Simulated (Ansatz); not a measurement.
# VSi2N4 monolayer in a perpendicular field, part 2 of 3

Aim: how the VSi2N4 monolayer screens a field along its normal, and what the field does to its bands. A positive field points along +c.

Ansatz 0.2.0; plane-wave DFT, PBE-D3(BJ), Ansatz PAW (set soft_1); PAW set soft_1.

So far. Step 2 (Relaxation): The lattice constant a goes from 2.920 to 2.866 Å.

## 3. Single point, field 0

A sawtooth potential applies the field, turning back in the middle of the vacuum. With the dipole correction the typed value is the field outside the slab. The induced dipole is small, so the SCF threshold is tight.

The cell differs from the one that the last finished run ended in (c 44.631 → 24.898 Å).

input.yaml reads:

```yaml
crystal:
  lattice:
    - [2.8661771917, 0.0, 0.0]
    - [-1.4330885958, 2.4821822597, 0.0]
    - [0.0, 0.0, 24.8984748145]
  atoms:
    - { symbol: "N", position: [0.0, 0.0, 0.3614679239] }
    - { symbol: Si, position: [0.3333333333, 0.6666666667, 0.3830043209] }
    - { symbol: "N", position: [0.3333333333, 0.6666666667, 0.4533148019], spin: -0.04 }
    - { symbol: V, position: [0.0, 0.0, 0.5], spin: 0.72 }
    - { symbol: "N", position: [0.3333333333, 0.6666666667, 0.5466851981], spin: -0.04 }
    - { symbol: Si, position: [0.3333333333, 0.6666666667, 0.6169956791] }
    - { symbol: "N", position: [0.0, 0.0, 0.6385320761] }
magnetization:
  spin_polarized: true
kpoints:
  mp_grid: { grid: [18, 18, 1] }
  band_path:
    path: [[0, 0, 0], [0.5, 0, 0], [0.33333333, 0.33333333, 0], [0, 0, 0]]
    npoints: 16
hamiltonian:
  xc: pbe
  dispersion: d3bj
  pseudopotentials: { kind: paw, azcp: { folder: soft_1 } }
scf:
  occupations: { method: fermi_dirac, width: 0.02585 }
  convergence: { dr2_threshold: 1.0e-10 }
efield:
  axis: 3
  dipole_correction: true
  ramp_position: 0.97
  ramp_width: 0.06
  amplitude: 0
output:
  dos: { projected: true, e_range: [-6, 5] }
  write_potential: true
  write_density: true
  volumetric_format: npy
  elf: true
```

Launch:

```console
ansatz run input.yaml --threads 2 --pin off --max-ram 3072MiB --backend cpu --events-out ev --progress --plain --runs-dir out
```

Numbers of over 12 decimals in the logs are rounded to 6 here.

Log:

```text
[...]
Crystal: 7 atoms, lattice volume = 177.137 Å³
Basis set: ecut = 420 eV, 3479 PW (Γ)
Bands: 28, of which v1, the nominal top of the filled ones, is band 21 counted from 1 (20 counted from 0)
Symmetry: 6 space group operations
k-points: 37 of 324 (time reversal used)
[...]
Starting moments: Σ|m| = 0.8 μB on 3 of 7 sites
[...]
SCF iter   1: F=—  HF=-5721.280719 eV  |F-HF|=—  |Δ(HF+E_count)|=         —  Δρ=5.36e-2 (↑5.36e-2 ↓4.88e-2)  dr2=1.92e1  dr2_m=1.54e-1  M=0.246 μB ∫|m|=0.277 μB  β_m=0.49  ethr=3.10e-3  p=0.000 e·Å  D=8.38e-14 V/Å  ΔV_dip=-0.00 eV  dr2_dipole=1.10e-8  V_vac-E_F(+/−)=7.10/7.10 eV  ⟨swp⟩=11.8  Hψ=14678  notcnv=0
[...]
efield: sawtooth ramp at fractional position 0.9700 (set: `efield.ramp_position`, or a place that a band, a saddle search or an elastic batch's reference lends), width 0.0600; the density the first Hamiltonian is built on has a dipole p = 0.000 e·Å; the dipole correction subtracts the counter field D = 8.38e-14 V/Å, which shifts the + side's vacuum level by -0.00 eV against the − side's; the planar-averaged density in the ramp window peaks in size at 9.2e-6 e/Å³
[...]
SCF iter   2: F=—  HF=-5723.839301 eV  |F-HF|=—  |Δ(HF+E_count)|=    2.56e0  Δρ=2.24e-2 (↑2.24e-2 ↓2.04e-2)  dr2=3.28e0  dr2_m=1.74e-2  M=0.353 μB ∫|m|=0.383 μB  β_m=0.39  ethr=3.10e-3  p=0.000 e·Å  D=1.24e-5 V/Å  ΔV_dip=-0.00 eV  dr2_dipole=2.11e-8  V_vac-E_F(+/−)=5.87/5.87 eV  ⟨swp⟩=3.5  Hψ=5836  notcnv=0  defer=114
density mixer auto → msr1: a metal under ldos (density of states about μ 0.63 of a free-electron gas's, 16 screened modes)
SCF iter   3: F=—  HF=-5727.698127 eV  |F-HF|=—  |Δ(HF+E_count)|=    3.86e0  Δρ=1.26e-2 (↑9.78e-3 ↓1.26e-2)  dr2=4.09e-1  dr2_m=7.70e-2  M=0.712 μB ∫|m|=0.769 μB  β_m=0.54  ethr=3.10e-3  p=-0.000 e·Å  D=-6.31e-6 V/Å  ΔV_dip=0.00 eV  dr2_dipole=1.41e-9  V_vac-E_F(+/−)=5.15/5.15 eV  ⟨swp⟩=3.2  Hψ=4429  notcnv=0  defer=114
[...]
SCF iter  15: F=-5728.262100 eV  HF=-5728.262100 eV  |F-HF|=6.28e-11  |Δ(HF+E_count)|=  3.37e-10  Δρ=1.28e-7 (↑1.28e-7 ↓1.07e-7)  dr2=7.69e-11  dr2_m=7.53e-12  M=0.996 μB ∫|m|=1.179 μB  ethr=1.00e-12  p=0.000 e·Å  D=3.12e-7 V/Å  ΔV_dip=-0.00 eV  dr2_dipole=3.85e-12  V_vac-E_F(+/−)=5.47/5.47 eV  ⟨swp⟩=13.1  Hψ=11017  notcnv=0
SCF 1 converged in 15 iterations: F = -5728.262100 eV  dr2 = 7.69e-11
[...]
NSCF: frozen V_eff on 49 k-points
efield: sawtooth ramp at fractional position 0.9700 (kept from the solve that this one continues, or follows in the run), width 0.0600; the density the first Hamiltonian is built on has a dipole p = 0.000 e·Å; the dipole correction subtracts the counter field D = 3.12e-7 V/Å, which shifts the + side's vacuum level by -0.00 eV against the − side's; the planar-averaged density in the ramp window peaks in size at 9.0e-6 e/Å³
SCF converged after 15 iterations
Magnetization: 0.9959 μB (20.9979 up, 20.0021 down)
Absolute magnetization: 1.1797 μB (∫|ρ↑−ρ↓|, with the PAW one-centre terms)
[...]
Per-site moments (μB) at R_I (Å): [(0.0030265, 0.717544), (0.00300171, 0.717544), (-0.036916, 0.722132), (0.741443, 0.834176), (-0.036916, 0.722132), (0.0030017, 0.717544), (0.00302648, 0.717544)]
Free energy (F): -5728.262100 eV
[...]
Internal energy: -5728.261589 eV  (E = F + TS)
E sigma→0 (E₀):  -5728.261845 eV
Entropy (-TS):   -0.000511 eV (-0.073 meV/atom)
Fermi energy:    0.973406 eV
Dipole field:    D = -0.000002 V/Å  (p = -0.000002 e·Å, saw-weighted, corrected)
Work function:   Φ+ = 5.4735 eV   Φ− = 5.4734 eV
Levels:          The Fermi level and band energies are counted from a zero that moves with the ramp; work functions are not
[...]
--- Band table (eV; the first three rows and the last of 74) ---
  k-point 0 ↑: bands = [... 17 lower, -0.9814, -0.9662, -0.9662, 0.9368, 3.4665, 3.4665, 3.5395, 3.5395, ... 3 higher]
  k-point 1 ↑: bands = [... 17 lower, -1.1438, -1.0251, -0.8283, 0.9079, 3.4152, 3.4533, 3.5062, 3.5296, ... 3 higher]
  k-point 2 ↑: bands = [... 17 lower, -1.3393, -1.1859, -0.7762, 0.7884, 3.2927, 3.3429, 3.4100, 3.6994, ... 3 higher]
  k-point 36 ↓: bands = [... 17 lower, -2.7528, -1.0885, -0.4756, 1.4052, 3.0518, 3.9402, 4.2733, 4.8733, ... 3 higher]
```

Run time: 51 s. Hardware: 2 threads of Arm Neoverse V1, shared host; peak memory 0.67 GiB; 1.7 min of CPU time.

The column dr2 measures how far the density is from self-consistency, as an energy; F and HF (Harris–Foulkes) agree once it is small.

This step gave:

- energy at zero smearing: -5728.2618 eV
- total moment: 0.9959 μB
- site moments: 0.003026, 0.003002, -0.03692, 0.7414, -0.03692, 0.003002, 0.003026 μB
- dipole along the normal: -2.44e-6 e·Å
- gap along the path: 0.1503 eV
- ionisation energy, upper face: 5.510 eV
- electron affinity, upper face: 5.360 eV
- gap, the smaller of path and mesh: 0.1503 eV

Running mean over a fixed 2.6 Å (it still follows the layers) of the planar mean; the ramp of the sawtooth is left out. Table of electron's electrostatic potential energy less the Fermi level by z:

```tsv
z (Å)	electron's electrostatic potential energy less the Fermi level (eV)
3.5	5.47
4.0	5.47
4.5	5.47
5.0	5.47
5.5	5.47
6.0	5.46
6.5	5.39
7.0	5.01
7.5	3.09
8.0	-1.14
8.5	-4.96
9.0	-7.49
9.5	-8.48
10.0	-9.17
10.5	-8.00
11.0	-7.33
11.5	-8.18
12.0	-9.80
12.5	-10.5
13.0	-9.49
13.5	-7.93
14.0	-7.29
14.5	-8.35
15.0	-9.13
15.5	-8.30
16.0	-7.13
16.5	-4.27
17.0	-0.218
17.5	3.69
18.0	5.15
18.5	5.41
19.0	5.46
19.5	5.47
20.0	5.47
20.5	5.47
21.0	5.47
21.5	5.47
```

The density of states has structure finer than the step of the table below, so its rows give means over 0.25 eV, whole bins alone (the curve runs from -6 to 2.11 eV). Peaks (eV: height): total -5.530: 10.7, -5.230: 11.4, -3.190: 6.75, -3.080: 6.47, -2.280: 7.47, -2.140: 10.1, 0.150: 8.77; up -5.530: 6.64, -5.260: 6.22, -3.190: 4.16, -2.280: 4.05, -2.170: 4.98, -0.980: 5.82, 1.880: 4.00; down -5.750: 2.80, -5.500: 5.89, -5.230: 6.39, -3.080: 3.59, -2.220: 3.75, -2.140: 6.93, 0.150: 8.77.

The density of states by energy, zero at the Fermi level of the run, which the smearing sets inside the gap; means over each step; values in states/eV a cell:

```tsv
energy (eV)	total	up	down
-5.75	3.45	1.73	1.71
-5.50	4.47	2.24	2.23
-5.25	7.45	3.81	3.64
-5.00	3.50	1.55	1.95
-4.75	2.26	1.10	1.16
-4.50	2.47	1.33	1.14
-4.25	3.27	1.63	1.65
-4.00	2.66	1.30	1.36
-3.75	2.46	1.29	1.17
-3.50	3.26	1.78	1.48
-3.25	4.97	2.72	2.25
-3.00	4.64	2.08	2.56
-2.75	3.71	1.86	1.85
-2.50	4.05	2.10	1.95
-2.25	6.98	3.41	3.57
-2.00	4.71	1.98	2.72
-1.75	2.34	1.14	1.20
-1.50	0.524	0.257	0.267
-1.25	0	0	0
-1.00	1.90	1.90	0
-0.75	1.25	1.25	0
-0.50	0.526	0.526	0
-0.25	0.257	0.257	0
0.00	0.680	0.102	0.579
0.25	2.98	0	2.98
0.50	0.470	0	0.470
0.75	0.439	0.188	0.251
1.00	0.573	0.341	0.232
1.25	0.655	0.571	0.0840
1.50	1.07	1.07	0
1.75	2.09	2.09	0
```

Projected DOS per atom over height of the atomic layer and energy from the Fermi level. Layers: N Si N V N Si N from below.

Ten even steps from '_' (0.00 states/eV) to '@' (1.51 states/eV), each cell a mean:
```
____..@@..____
______**______
______--______
______::______
______==______
______%%______
______..______
______++______
______##______
______________
::__==__==__::
%%__@@==@@__%%
--__##++##__--
==__**++**__==
++__##++##__++
::__==--==__::
--__--::--__--
==__--::--__==
==__......__==
%%::++--++::%%
++::++--++::++
==..==..==..==
```
Columns: height of the atomic layer (Å) from 9 to 15.9 (not evenly spaced); rows upwards: energy from the Fermi level (eV) from -5.96 to 2.05.

Projected DOS per atom, spin up over height of the atomic layer and energy from the Fermi level. Layers: N Si N V N Si N from below.

Values in states/eV, 22 rows by 7 columns, each cell a mean:
```
0.05 0.05 0.24 1.50 0.24 0.05 0.05
0.01 0.02 0.09 0.96 0.09 0.02 0.01
0.00 0.00 0.03 0.42 0.03 0.00 0.00
0.00 0.00 0.01 0.20 0.01 0.00 0.00
0.00 0.00 0.00 0.00 0.00 0.00 0.00
0.00 0.00 0.00 0.05 0.00 0.00 0.00
0.01 0.00 0.02 0.23 0.02 0.00 0.01
0.01 0.01 0.05 0.83 0.05 0.01 0.01
0.02 0.01 0.06 1.17 0.06 0.01 0.02
0.03 0.00 0.03 0.00 0.03 0.00 0.03
0.19 0.01 0.29 0.06 0.29 0.01 0.19
0.57 0.02 0.68 0.36 0.68 0.02 0.57
0.29 0.02 0.54 0.44 0.54 0.02 0.29
0.29 0.02 0.44 0.39 0.44 0.02 0.29
0.40 0.05 0.56 0.51 0.56 0.05 0.40
0.21 0.04 0.35 0.29 0.35 0.04 0.21
0.26 0.04 0.23 0.24 0.23 0.04 0.26
0.33 0.07 0.25 0.25 0.25 0.07 0.33
0.30 0.07 0.12 0.12 0.12 0.07 0.30
0.59 0.18 0.39 0.25 0.39 0.18 0.59
0.46 0.17 0.47 0.30 0.47 0.17 0.46
0.29 0.13 0.31 0.15 0.31 0.13 0.29
```
Columns: height of the atomic layer (Å) from 9 to 15.9 (not evenly spaced); rows upwards: energy from the Fermi level (eV) from -5.96 to 2.05.

Projected DOS per atom, spin down over height of the atomic layer and energy from the Fermi level. Layers: N Si N V N Si N from below.

Values in states/eV, 22 rows by 7 columns, each cell a mean:
```
0.00 0.00 0.00 0.00 0.00 0.00 0.00
0.00 0.00 0.00 0.00 0.00 0.00 0.00
0.00 0.00 0.01 0.11 0.01 0.00 0.00
0.00 0.00 0.01 0.20 0.01 0.00 0.00
0.01 0.01 0.03 0.70 0.03 0.01 0.01
0.02 0.01 0.06 1.30 0.06 0.01 0.02
0.00 0.00 0.00 0.00 0.00 0.00 0.00
0.00 0.00 0.00 0.00 0.00 0.00 0.00
0.00 0.00 0.00 0.00 0.00 0.00 0.00
0.04 0.00 0.03 0.00 0.03 0.00 0.04
0.20 0.01 0.36 0.09 0.36 0.01 0.20
0.64 0.02 0.83 0.38 0.83 0.02 0.64
0.25 0.02 0.57 0.40 0.57 0.02 0.25
0.34 0.03 0.50 0.39 0.50 0.03 0.34
0.37 0.05 0.52 0.36 0.52 0.05 0.37
0.16 0.04 0.34 0.20 0.34 0.04 0.16
0.27 0.04 0.24 0.20 0.24 0.04 0.27
0.32 0.07 0.24 0.20 0.24 0.07 0.32
0.30 0.07 0.14 0.08 0.14 0.07 0.30
0.66 0.20 0.51 0.28 0.51 0.20 0.66
0.41 0.16 0.38 0.19 0.38 0.16 0.41
0.31 0.15 0.34 0.14 0.34 0.15 0.31
```
Columns: height of the atomic layer (Å) from 9 to 15.9 (not evenly spaced); rows upwards: energy from the Fermi level (eV) from -5.96 to 2.05.

Deep bands are left out, so band numbers here count from the lowest band kept and differ from the log's. The electronic bands at the labelled points (eV, zero at the Fermi level of the run, which the smearing sets inside the gap; # counts the bands kept):

```tsv
point	up #12	up #13	up #14	up #15	down #10	down #11	down #12	down #13
Γ	-1.94	-0.04	2.49	2.49	-1.96	-1.81	-1.81	1.20
halfway	-2.04	-0.80	1.99	2.02	-2.63	-2.44	-2.02	0.38
M	-1.88	-0.96	1.49	1.53	-2.52	-2.39	-1.85	0.12
halfway	-1.83	-0.74	1.09	2.02	-3.05	-2.14	-1.81	0.24
K	-1.46	-0.45	0.65	2.46	-3.73	-2.06	-1.45	0.43
halfway	-2.15	-0.92	1.84	2.00	-2.47	-2.27	-2.12	0.24
Γ	-1.94	-0.04	2.49	2.49	-1.96	-1.81	-1.81	1.20
```

Spin density in the ca plane at fractional y = 0.667, with atoms of Si and N within 0.2 Å of it.

Values in units of 1e-2 e/Å³, 5 rows by 16 columns, each cell a mean:
```
 0.0  0.0  0.0  0.0  0.0  0.0  0.0  0.0  0.0  0.1  1.5  9.1  0.9  0.1  0.0  0.0
 0.0  0.0  0.0  0.0  0.0  0.0  0.0  0.0  0.0  0.0  0.6  5.5  0.2  0.1  0.0  0.0
 0.0  0.0  0.0  0.0  0.0  0.0  0.0  0.0  0.1  0.3 -2.7  0.3 -2.7  0.5  0.1  0.0
 0.0  0.0  0.0  0.0  0.0  0.0  0.0  0.0  0.1  0.9 -3.0 -0.3 -2.7  0.9  0.1  0.0
 0.0  0.0  0.0  0.0  0.0  0.0  0.0  0.0  0.1  0.0 -0.3  3.3 -0.6  0.1  0.0  0.0
```
Columns run along c (16.0 Å, from fractional 0.05 to 0.69 of the cell), rows up along a (2.9 Å). Atoms in or near the plane, at fractional coordinates: Si at (0.38, 0.33), N at (0.45, 0.33), N at (0.55, 0.33), Si at (0.62, 0.33).

ELF in the ca plane at fractional y = 0.667, with atoms of Si and N within 0.2 Å of it. It is the smooth field of the valence electrons, not physical close to the nuclei.

Ten even steps from '0' (0.00) to '9' (0.88), each cell a mean:
```
00000000001467886311221221121125787652000000
00000000001467886311211221121015787652100000
00000000000246886335674112675324787531000000
00000000000124553378888326988852455310000000
00000000000012223599448427637972322100000000
00000000000012223599338427627973312100000000
00000000000024542378888326988852455310000000
00000000000246886335774113676434787531000000
```
Columns run along c (16.0 Å, from fractional 0.16 to 0.80 of the cell), rows up along a (2.9 Å). Atoms in or near the plane, at fractional coordinates: Si at (0.38, 0.33), N at (0.45, 0.33), N at (0.55, 0.33), Si at (0.62, 0.33).

Valence density in the ca plane at fractional y = 0.667, with atoms of Si and N within 0.2 Å of it. It is the smooth field of the valence electrons, not physical close to the nuclei.

Ten steps, logarithmic in the rise over the least value, from '0' (0.0 e/Å³) to '9' (3.4 e/Å³), each cell a mean:
```
00000000000235665433445665443335666421000000
00000000000235665433345665443335666421000000
00000000000135665445565555665445665421000000
00000000000134555567887556887654555320000000
00000000000124443578998657999764344310000000
00000000000124433579998657999764344310000000
00000000000124554567887556898654554320000000
00000000000135665445665555665445665421000000
```
Columns run along c (16.0 Å, from fractional 0.16 to 0.80 of the cell), rows up along a (2.9 Å). Atoms in or near the plane, at fractional coordinates: Si at (0.38, 0.33), N at (0.45, 0.33), N at (0.55, 0.33), Si at (0.62, 0.33).

The gap is 0.15 eV, with the valence edge 5.51 eV and the conduction edge 5.36 eV under the upper vacuum level.

## 4. Atoms held, field 0.1 V/Å

input.yaml, as its differences from that of step 3:

```diff
@@ -30,7 +30,6 @@
   dipole_correction: true
-  ramp_position: 0.97
-  ramp_width: 0.06
-  amplitude: 0
+  ramp_position: 0.9361
+  ramp_width: 0.1277
+  amplitude: 0.1
 output:
-  dos: { projected: true, e_range: [-6, 5] }
   write_potential: true
@@ -38,2 +37 @@
   volumetric_format: npy
-  elf: true
```

Log:

```text
[...]
Crystal: 7 atoms, lattice volume = 177.137 Å³
Basis set: ecut = 420 eV, 3479 PW (Γ)
Bands: 28, of which v1, the nominal top of the filled ones, is band 21 counted from 1 (20 counted from 0)
Symmetry: 6 space group operations
k-points: 37 of 324 (time reversal used)
[...]
Starting moments: Σ|m| = 0.8 μB on 3 of 7 sites
[...]
k-point 1 ↑: bands = [... 17 lower, -1.1437, -1.0252, -0.8283, 0.9079, 3.4143, 3.4538, 3.5055, 3.5300, ... 3 higher]
  k-point 2 ↑: bands = [... 17 lower, -1.3391, -1.1860, -0.7761, 0.7884, 3.2916, 3.3436, 3.4098, 3.6993, ... 3 higher]
  k-point 36 ↓: bands = [... 17 lower, -2.7528, -1.0901, -0.4740, 1.4051, 3.0517, 3.9399, 4.2732, 4.8732, ... 3 higher]
[key lines of the parts left out:]
SCF converged after 16 iterations
Magnetization: 0.9959 μB (20.9979 up, 20.0021 down)
Free energy (F): -5728.263639 eV
Fermi energy:    0.973310 eV
Dipole field:    D = 0.031436 V/Å  (p = 0.030774 e·Å, saw-weighted, corrected)
```

It took 52 s on 2 threads; peak memory 0.66 GiB; 1.7 min of CPU time.

The dipole is 0.0308 e·Å, and the gap 0.150 eV.

[end of part 2 of 3]

[Logs are printed without paths, hosts, clocks, repeated set-up lines and the standing remarks that a program may print on its own settings, such as how far it seeks lower states.]

[Hosts, paths, dates, database ids (printed as entryN), source tags and the programs' standing remarks are cut or masked in the printed files.]

[Maps of the electrostatic potential energy from Ansatz leave out the sawtooth potential of an applied field or a dipole correction, so their vacuum need not be flat; planar profiles and work functions include it.]
